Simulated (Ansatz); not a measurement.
## KZnIF2 (built on the sites of a database entry of KZnF3): relaxing the cell for a phonon run

Aim: bring KZnIF2 (built on the sites of a database entry of KZnF3) to small forces and stress, as phonons need.

Method: DFT PBEsol, scalar-relativistic, plane waves, PAW, in Ansatz 0.2.0.

The structure was built from a prototype and need not be the compound's stable phase.

**1. The starting structure**

It takes space group P4/mmm (No. 123, tetragonal). Conventional cell: a = 4.283 Å, b = 4.283 Å, c = 4.283 Å, α = 90.00°, β = 90.00°, γ = 90.00°. Nearest to K lie 8 F at 3.03 Å and 4 I at 3.03 Å. Nearest to Zn lie 2 I at 2.14 Å and 4 F at 2.14 Å. F has 2 Zn at 2.14 Å and 4 K at 3.03 Å nearest. Nearest to I lie 2 Zn at 2.14 Å and 4 K at 3.03 Å. Farther neighbours and most contacts between anions are not listed.

As a file:

```cif
data_structure
_symmetry_space_group_name_H-M 'P 1'
_symmetry_Int_Tables_number 1
_cell_length_a 4.2825
_cell_length_b 4.2825
_cell_length_c 4.2825
_cell_angle_alpha 90.000
_cell_angle_beta 90.000
_cell_angle_gamma 90.000
_cell_volume 78.54
loop_
_atom_site_label
_atom_site_type_symbol
_atom_site_fract_x
_atom_site_fract_y
_atom_site_fract_z
_atom_site_occupancy
K1 K 0.00000 0.00000 0.00000 1
Zn2 Zn 0.50000 0.50000 0.50000 1
F3 F 0.50000 0.50000 0.00000 1
F4 F 0.00000 0.50000 0.50000 1
I5 I 0.50000 0.00000 0.50000 1
```

**2. A coarse first look**

First a cheap look: the gap decides the mesh and the occupations, the pressure tells how far the cell has to move.

The input, input.yaml:

```yaml
crystal:
  lattice:
    - [4.28253, 0.0, 0.0]
    - [0.0, 4.28253, 0.0]
    - [0.0, 0.0, 4.28253]
  atoms:
    - { symbol: K, position: [0.0, 0.0, 0.0] }
    - { symbol: Zn, position: [0.5, 0.5, 0.5] }
    - { symbol: F, position: [0.5, 0.5, 0.0] }
    - { symbol: F, position: [0.0, 0.5, 0.5] }
    - { symbol: I, position: [0.5, 0.0, 0.5] }
kpoints:
  mp_grid: { grid: [4, 4, 4] }
hamiltonian:
  xc: pbesol
scf:
  occupations: { method: gaussian, width: 0.1 }
output:
  forces: true
  stress: true
  eigenvalues: true
```

Run with:

```console
$ ansatz run input.yaml --threads 8 --pin off --max-ram 14336MiB --backend cpu --events-out ev --progress --plain --runs-dir out
```

Numbers of over 12 decimals in the logs are rounded to 6 here.

The log of the run:

```text
Engine: ansatz 0.2.0, aarch64-unknown-linux-gnu
Pseudopotentials: kind: paw
Pseudopotential: K, paw, valence charge 9, recommended cutoff 420 eV (normal), K.paw.azcp
Pseudopotential: Zn, paw, valence charge 12, recommended cutoff 420 eV (normal), Zn.paw.azcp
Pseudopotential: F, paw, valence charge 7, recommended cutoff 420 eV (normal), F.paw.azcp
[...]
k-point 0: bands = [... 22 lower, 5.6206, 6.7266, 7.5490, 7.5490, 10.7381, 12.8793, 14.0603, 15.0911, ... 1 higher]
  k-point 1: bands = [... 22 lower, 5.5846, 6.4808, 6.5684, 7.2819, 11.5924, 13.9670, 15.1286, 16.2391, ... 1 higher]
  k-point 2: bands = [... 22 lower, 5.5499, 5.7651, 6.2078, 7.0584, 12.7767, 15.3396, 15.8280, 16.8228, ... 1 higher]
  k-point 17: bands = [... 22 lower, 6.3469, 7.8582, 7.8582, 8.4802, 12.8459, 12.8459, 15.0745, 16.5931, ... 1 higher]
[key lines of the parts left out:]
SCF converged after 8 iterations
Free energy (F): -13830.366734 eV
Fermi energy:    9.609142 eV
P = ⅓ Tr σ = 29.7107 GPa (297.107 kbar)
```

Wall time 0.63 s (8 threads of Arm Neoverse V2, shared host); peak memory 0.46 GiB.

A gap read on the k-mesh alone can miss the band edges.

This step gave:

```yaml
pressure: 29.71 GPa
gap_on_the_k_mesh: 2.258 eV
volume_per_atom: 15.71 Å³
direct_gap_on_mesh: 3.189 eV
```

The coarse mesh shows a gap of 2.26 eV and a pressure of 29.7 GPa.

**3. Rough relaxation**

A rough relaxation comes first, because large forces or stress need no tight tolerances yet.

Changes to input.yaml since step 2:

```diff
@@ -12,3 +12,3 @@
 kpoints:
-  mp_grid: { grid: [4, 4, 4] }
+  mp_grid: { grid: [6, 6, 6] }
 hamiltonian:
@@ -21 +21,6 @@
   eigenvalues: true
+relax:
+  adjacent_minimum: "off"
+  f_tol: 0.05
+  max_steps: 80
+  cell: { stress_tol: 0.5 }
```

The log of the run:

```text
[...]
Crystal: 5 atoms, lattice volume = 78.542 Å³
Basis set: ecut = 420 eV, 1551 PW (Γ), exchange–correlation on 60×60×60 points (8 copies of the dense FFT grid, shifted against one another)
Bands: 32, of which v1, the nominal top of the filled ones, is band 26 counted from 1 (25 counted from 0)
Symmetry: 16 space group operations
[...]
k-points: 40 of 216
[...]
F+E_penalty+E_count = -13833.03301402 eV   max|allowed force component| = 3.865e-30 eV/Å   (the final SCF, on the basis selected at the relaxed cell)
  cell:  # Å, volume = 101.9095 Å³
    - [4.387171, 0.0, 0]
    - [0.0, 5.294749, 0.0]
    - [0, 0.0, 4.387171]
  atoms:
    - { symbol: K, position: [0, 0.0, 0] }
    - { symbol: Zn, position: [0.5, 0.5, 0.5] }
    - { symbol: F, position: [0.5, 0.5, 0] }
    - { symbol: F, position: [0, 0.5, 0.5] }
    - { symbol: I, position: [0.5, 0.0, 0.5] }
[key lines of the parts left out:]
SCF converged after 7 iterations
Free energy (F): -13833.033014 eV
Fermi energy:    5.149121 eV
P = ⅓ Tr σ = 0.1093 GPa (1.093 kbar)
```

Run time: 11 s. Hardware: 8 threads; peak memory 0.59 GiB; 75 s of CPU time.

Step by step:

| step | energy less that of the first step (eV) | largest force component (eV/Å) | pressure (GPa) | volume (Å³) |
| --- | --- | --- | --- | --- |
| 1 | 0.0000 | 0.0000 | 29.69 | 78.54 |
| 2 | -1.2733 | 0.0000 | 17.15 | 84.25 |
| 3 | -1.9835 | 0.0000 | 8.12 | 90.16 |
| 4 | -2.2784 | 0.0000 | 1.62 | 95.64 |
| 5 | -2.3099 | 0.0000 | -0.19 | 97.14 |
| 6 | -2.3151 | 0.0000 | 0.23 | 96.42 |
| 7 | -2.3157 | 0.0000 | -0.02 | 96.56 |
| 8* | -2.5660 | 0.0000 | 3.12 | 96.56 |
| 9 | -2.6331 | 0.0000 | 1.22 | 99.58 |
| 10 | -2.6469 | 0.0000 | 0.18 | 101.55 |
| 11 | -2.6466 | 0.0000 | 0.01 | 101.91 |
| 12* | -2.6648 | 0.0000 | 0.11 | 101.91 |

Relaxation steps marked * repeat the geometry before them on a plane-wave basis chosen anew for their cell, so energy and pressure can jump there.

Forces are held to the 16 operations that the run works with; a distortion that breaks them can't arise in this run.

| cell as run | before | after | change |
| --- | --- | --- | --- |
| a (Å) | 4.283 | 4.387 | +2.4 % |
| b (Å) | 4.283 | 5.295 | +23.6 % |
| c (Å) | 4.283 | 4.387 | +2.4 % |
| volume (Å³/atom) | 15.71 | 20.38 | +29.8 % |

The relaxed structure:

```xyz
5
Lattice="4.3872 0.0000 0.0000 0.0000 5.2947 0.0000 0.0000 0.0000 4.3872" Properties=species:S:1:pos:R:3 pbc="T T T"
K     0.0000    0.0000    0.0000
Zn    2.1936    2.6474    2.1936
F     2.1936    2.6474    0.0000
F     0.0000    2.6474    2.1936
I     2.1936    0.0000    2.1936
```

Numbers from this step:

* pressure: 0.1093 GPa
* gap on the k-mesh: 1.671 eV
* volume per atom: 20.38 Å³
* direct gap on mesh: 1.864 eV

In this step the volume went from 15.71 to 20.38 Å³/atom.

**4. Bringing the structure to rest**

The cell and atoms are relaxed, since residual forces and stress would shift the frequencies.

The input, input.yaml:

```yaml
crystal:
  lattice:
    - [4.3871712592, 0.0, 0.0]
    - [0.0, 5.2947489548, 0.0]
    - [0.0, 0.0, 4.3871712592]
  atoms:
    - { symbol: K, position: [0.0, 0.0, 0.0] }
    - { symbol: Zn, position: [0.5, 0.5, 0.5] }
    - { symbol: F, position: [0.5, 0.5, 0.0] }
    - { symbol: F, position: [0.0, 0.5, 0.5] }
    - { symbol: I, position: [0.5, 0.0, 0.5] }
kpoints:
  mp_grid: { grid: [6, 4, 6] }
hamiltonian:
  xc: pbesol
scf:
  occupations: { method: gaussian, width: 0.02 }
output:
  forces: true
  stress: true
  eigenvalues: true
relax:
  adjacent_minimum: "off"
  f_tol: 0.005
  max_steps: 80
  cell: { stress_tol: 0.05 }
```

The log of the run:

```text
[...]
Crystal: 5 atoms, lattice volume = 101.909 Å³
Basis set: ecut = 420 eV, 2033 PW (Γ), exchange–correlation on 60×72×60 points (8 copies of the dense FFT grid, shifted against one another)
Bands: 32, of which v1, the nominal top of the filled ones, is band 26 counted from 1 (25 counted from 0)
Symmetry: 16 space group operations
[...]
k-points: 30 of 144
[...]
SCF iter   1: F=—  HF=-13833.050436 eV  |F-HF|=—  |Δ(HF+E_count)|=         —  Δρ=9.75e-3  dr2=6.31e-2  ethr=1.77e-3  ⟨swp⟩=8.1  Hψ=4968  notcnv=0
[...]
SCF iter   8: F=-13833.032875 eV  HF=-13833.032875 eV  |F-HF|=5.45e-9  |Δ(HF+E_count)|=   6.85e-9  Δρ=3.96e-6  dr2=1.33e-8  ethr=1.92e-10  ⟨swp⟩=10.2  Hψ=4631  notcnv=0
SCF 1 converged in 8 iterations: F = -13833.032875 eV  dr2 = 1.33e-8
[...]
relax step   1: F+E_penalty+E_count = -13833.03287543 eV  Δ(F+E_penalty+E_count) = +0.000e0 eV  max|allowed force component| = 2.516e-29 eV/Å  Δτ_max = 0.0000 Å  P = +0.108 GPa  Ω = 101.909 Å³  (8 SCF iters, dr2 threshold 1.00e-7 eV, accepted)
Crystal: 5 atoms, lattice volume = 102.236 Å³
Basis set: ecut = 420 eV, 2049 PW (Γ), exchange–correlation on 60×72×60 points (8 copies of the dense FFT grid, shifted against one another)
[...]
SCF iter   4: F=-13833.032845 eV  HF=-13833.032845 eV  |F-HF|=1.83e-7  |Δ(HF+E_count)|=   1.59e-6  Δρ=2.45e-5  dr2=3.63e-7  ethr=8.08e-10  ⟨swp⟩=4.9  Hψ=4706  notcnv=0
SCF 2 converged in 4 iterations: F = -13833.032845 eV  dr2 = 3.63e-7
relax step   2: F+E_penalty+E_count = -13833.03284466 eV  Δ(F+E_penalty+E_count) = +3.077e-5 eV  max|allowed force component| = 1.893e-29 eV/Å  Δτ_max = 0.0000 Å  P = -0.041 GPa  Ω = 102.236 Å³  energy of the carried Pulay correction = -6.255e-4 eV  (4 SCF iters, dr2 threshold 4.20e-7 eV, accepted)
Crystal: 5 atoms, lattice volume = 102.191 Å³
[...]
SCF iter   6: F=-13833.033004 eV  HF=-13833.033004 eV  |F-HF|=5.46e-9  |Δ(HF+E_count)|=   3.10e-8  Δρ=2.24e-6  dr2=5.55e-9  ethr=4.66e-11  ⟨swp⟩=4.2  Hψ=4526  notcnv=0
SCF 3 converged in 6 iterations: F = -13833.033004 eV  dr2 = 5.55e-9
relax step   3: F+E_penalty+E_count = -13833.03300422 eV  Δ(F+E_penalty+E_count) = -1.596e-4 eV  max|allowed force component| = 2.229e-29 eV/Å  Δτ_max = 0.0000 Å  P = -0.009 GPa  Ω = 102.191 Å³  energy of the carried Pulay correction = -5.585e-4 eV  (6 SCF iters, dr2 threshold 2.42e-8 eV, accepted)
[...]
SCF iter   6: F=-13833.033580 eV  HF=-13833.033580 eV  |F-HF|=6.37e-11  |Δ(HF+E_count)|=  7.46e-11  Δρ=1.76e-7  dr2=2.17e-11  ethr=1.00e-12  ⟨swp⟩=4.8  Hψ=3094  notcnv=0
SCF 4 converged in 6 iterations: F = -13833.033580 eV  dr2 = 2.17e-11
relax step   4: F+E_penalty+E_count = -13833.03358021 eV  Δ(F+E_penalty+E_count) = -5.760e-4 eV  max|allowed force component| = 1.089e-29 eV/Å  Δτ_max = 0.0000 Å  P = +0.001 GPa  Ω = 102.191 Å³  stress off target by 2.79e-2 GPa  SCF on the basis re-selected at this cell (its energy is not comparable with the rows above)  (6 SCF iters)
[...]
SCF converged after 6 iterations
Free energy (F): -13833.033580 eV
[...]
Internal energy: -13833.033580 eV  (E = F + TS)
E sigma→0 (E₀):  -13833.033580 eV
Fermi energy:    5.107251 eV
[...]
--- Stress (GPa, compression-positive) ---
       -0.012153      -0.000000       0.000000
       -0.000000       0.027922      -0.000000
        0.000000      -0.000000      -0.012153
  P = ⅓ Tr σ = 0.0012 GPa (0.012 kbar)
--- Band table (eV; the first three rows and the last of 30) ---
  k-point 0: bands = [... 22 lower, 2.8584, 3.6518, 4.0976, 4.0976, 5.9453, 9.4574, 10.3213, 12.0539, ... 2 higher]
  k-point 1: bands = [... 22 lower, 2.8465, 3.5746, 3.6038, 3.9672, 6.4207, 9.9465, 10.9713, 12.5176, ... 2 higher]
  k-point 2: bands = [... 22 lower, 2.8210, 2.9312, 3.4150, 3.7287, 7.4304, 10.9689, 11.8622, 12.6504, ... 2 higher]
  k-point 29: bands = [... 22 lower, 3.3262, 3.8760, 3.8760, 4.2692, 9.7499, 9.7499, 11.0690, 11.4361, ... 2 higher]
--- Relaxed structure (3 steps of the walk, 3 accepted, 1 SCFs on fresh bases) ---
[...]
cell:  # Å, volume = 102.1913 Å³
    - [4.382304, 0, 0]
    - [0, 5.321193, 5.709272828438542e-19]
    - [0, 4.730641221648475e-19, 4.382304]
  atoms:
    - { symbol: K, position: [0, 0, 0] }
    - { symbol: Zn, position: [0.5, 0.500000, 0.5] }
    - { symbol: F, position: [0.5, 0.500000, 0.0] }
    - { symbol: F, position: [0, 0.500000, 0.5] }
    - { symbol: I, position: [0.5, 0.0, 0.5] }
```

Wall time 3.4 s (8 threads); peak memory 0.56 GiB; 22 s of CPU time.

Step by step:

| step | energy less that of the first step (eV) | largest force component (eV/Å) | pressure (GPa) | volume (Å³) |
| --- | --- | --- | --- | --- |
| 1 | 0.0000 | 0.0000 | 0.11 | 101.91 |
| 2 | 0.0000 | 0.0000 | -0.04 | 102.24 |
| 3 | -0.0001 | 0.0000 | -0.01 | 102.19 |
| 4* | -0.0007 | 0.0000 | 0.00 | 102.19 |

Relaxation steps marked * repeat the geometry before them on a plane-wave basis chosen anew for their cell, so energy and pressure can jump there.

The run keeps the 16 symmetry operations that it works with, so distortions that break them were not tested.

| cell as run | before | after | change |
| --- | --- | --- | --- |
| a (Å) | 4.387 | 4.382 | -0.1 % |
| b (Å) | 5.295 | 5.321 | +0.5 % |
| c (Å) | 4.387 | 4.382 | -0.1 % |
| volume (Å³/atom) | 20.38 | 20.44 | +0.3 % |

The relaxed structure:

```cif
data_structure
_symmetry_space_group_name_H-M 'P 1'
_symmetry_Int_Tables_number 1
_cell_length_a 4.3823
_cell_length_b 5.3212
_cell_length_c 4.3823
_cell_angle_alpha 90.000
_cell_angle_beta 90.000
_cell_angle_gamma 90.000
_cell_volume 102.19
loop_
_atom_site_label
_atom_site_type_symbol
_atom_site_fract_x
_atom_site_fract_y
_atom_site_fract_z
_atom_site_occupancy
K1 K 0.00000 0.00000 0.00000 1
Zn2 Zn 0.50000 0.50000 0.50000 1
F3 F 0.50000 0.50000 0.00000 1
F4 F 0.00000 0.50000 0.50000 1
I5 I 0.50000 0.00000 0.50000 1
```

Numbers from this step:

* pressure: 0.001205 GPa
* gap on the k-mesh: 1.676 eV
* volume per atom: 20.44 Å³
* direct gap on mesh: 1.848 eV

In this step the volume went from 20.38 to 20.44 Å³/atom.

**5. Relaxing to small forces for the phonons**

Phonons need a cell at rest on their own settings, so the relaxation is repeated with tight tolerances on forces and stress, using the mesh and the filling of the phonon run that follows.

The input, input.yaml:

```yaml
crystal:
  lattice:
    - [4.3823041634, 0.0, 0.0]
    - [0.0, 5.3211927339, 0.0]
    - [0.0, 0.0, 4.3823041634]
  atoms:
    - { symbol: K, position: [0.0, 0.0, 0.0] }
    - { symbol: Zn, position: [0.5, 0.5, 0.5] }
    - { symbol: F, position: [0.5, 0.5, 0.0] }
    - { symbol: F, position: [0.0, 0.5, 0.5] }
    - { symbol: I, position: [0.5, 0.0, 0.5] }
kpoints:
  mp_grid: { grid: [6, 4, 6] }
hamiltonian:
  xc: pbesol
scf:
  occupations: { method: fixed }
output:
  forces: true
  stress: true
  eigenvalues: true
relax:
  adjacent_minimum: "off"
  f_tol: 0.001
  max_steps: 60
  cell: { stress_tol: 0.01 }
```

The log of the run:

```text
[...]
Crystal: 5 atoms, lattice volume = 102.191 Å³
Basis set: ecut = 420 eV, 2033 PW (Γ), exchange–correlation on 60×72×60 points (8 copies of the dense FFT grid, shifted against one another)
Bands: 32, of which v1, the nominal top of the filled ones, is band 26 counted from 1 (25 counted from 0)
Symmetry: 16 space group operations
[...]
k-points: 30 of 144
[...]
--- Relaxed structure (2 steps of the walk, 2 accepted, 1 SCFs on fresh bases) ---
[...]
cell:  # Å, volume = 102.2050 Å³
    - [4.382029, 0.0, 0]
    - [0.0, 5.322575, 0.0]
    - [0, 0.0, 4.382029]
  atoms:
    - { symbol: K, position: [0, 0.0, 0] }
    - { symbol: Zn, position: [0.5, 0.5, 0.5] }
    - { symbol: F, position: [0.5, 0.5, 0] }
    - { symbol: F, position: [0, 0.5, 0.5] }
    - { symbol: I, position: [0.5, 0.0, 0.5] }
[key lines of the parts left out:]
SCF converged after 7 iterations
Free energy (F): -13833.033594 eV
Fermi energy:    4.266969 eV
P = ⅓ Tr σ = -0.0036 GPa (-0.036 kbar)
```

Elapsed: 2.5 s, on 8 threads; peak memory 0.57 GiB.

Little changed from the start: no atom moved by 0.005 Å and no cell edge by 0.1 %.

This step gave:

- pressure: -0.003638 GPa
- gap on the k-mesh: 1.677 eV
- direct gap on mesh: 1.847 eV

The forces vanish by symmetry and the pressure is -0.004 GPa, within the tolerances set. The cell now holds 20.44 Å³/atom.

**6. Outcome**

```
space group after relaxation (within 0.01 Å) : P4/mmm
lattice constant a                           : 4.382 Å
lattice constant b                           : 4.382 Å
lattice constant c                           : 5.323 Å
volume per atom                              : 20.4 Å³
gap on the k-mesh                            : 1.68 eV
```

In words: The forces vanish by symmetry and the pressure is -0.004 GPa, within the tolerances set. The cell now holds 20.44 Å³/atom. The relaxation keeps the symmetry of its start, so it says nothing on stability against lower symmetry. Spin-orbit coupling is left out, which can matter for the heavy elements here. The starting cell was built on a prototype and not taken from a measurement, so the phase need not exist.

[Logs are printed without paths, hosts, clocks, repeated set-up lines and the standing remarks that a program may print on its own settings, such as how far it seeks lower states.]

[Hosts, paths, dates, database ids (printed as entryN), source tags and the programs' standing remarks are cut or masked in the printed files.]
